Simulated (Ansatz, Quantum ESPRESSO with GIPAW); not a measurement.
# From a field gradient to a quadrupolar line: 23Na in Na3WClO4

A plane-wave PAW calculation (PBEsol, Ansatz) gives this electric field gradient, in 10²¹ V/m² and Cartesian axes, at one Na site of Na3WClO4 (atom 9; NaO4Cl2; site symmetry 4mm):

```
     -0.2439        0.0000        0.0000
      0.0000       -0.2439        0.0000
      0.0000        0.0000        0.4877
```

23Na has spin 3/2, Q = 0.104 barn and |γ|/2π = 11.2688 MHz/T. The cell is the P4/nmm form of a database entry, atoms relaxed, static and at 0 K, with no spin-orbit coupling beside its heavy atoms. The PAW files were made for PBE.

**Task.** Find C_Q, η_Q and ν_Q, and the shift and width of the central transition under fast MAS at 9.4 T and 14.1 T.

1. The tensor is symmetric and traceless. Its eigenvalues, ordered by size, are V_xx = -0.2439, V_yy = -0.2439 and V_zz = 0.4877.

2. η_Q = (V_xx − V_yy)/V_zz = 0.000.

3. C_Q = eQV_zz/h. One unit of 10²¹ V/m² with one barn gives 24.18 MHz, so C_Q = 24.18 × 0.104 × 0.4877 = 1.226 MHz. A spectrum shows its size, not its sign.

4. ν_Q = 3C_Q/[2I(2I−1)] = 0.613 MHz in size, and P_Q = |C_Q|√(1 + η²/3) = 1.226 MHz.

5. The resonances lie at ν0 = 105.93 and 158.89 MHz, so ν_Q/ν0 is 0.006 at most and second order holds. The centre of gravity moves by δ_Q = −(3/40)(P_Q/ν0)² F × 10⁶ ppm, with F = [I(I+1) − 3/4]/[I²(2I−1)²] = 0.3333: -3.35 ppm at 9.4 T and -1.49 ppm at 14.1 T.

6. Summing the second-order term over orientations gives a full width of 7.18 ppm (0.76 kHz) and 3.19 ppm (0.51 kHz). In ppm both fall as 1/B²: (9.4/14.1)² = 0.444. The spinning rate must pass the static width for this shape to show cleanly.

[Banner, clock, file and message-heading lines were taken out of the pw.x and gipaw.x logs.]

[Logs are printed without paths, hosts, clocks, repeated set-up lines and the standing remarks that a program may print on its own settings, such as how far it seeks lower states.]

[Hosts, paths, dates, database ids (printed as entryN), source tags and the programs' standing remarks are cut or masked in the printed files.]
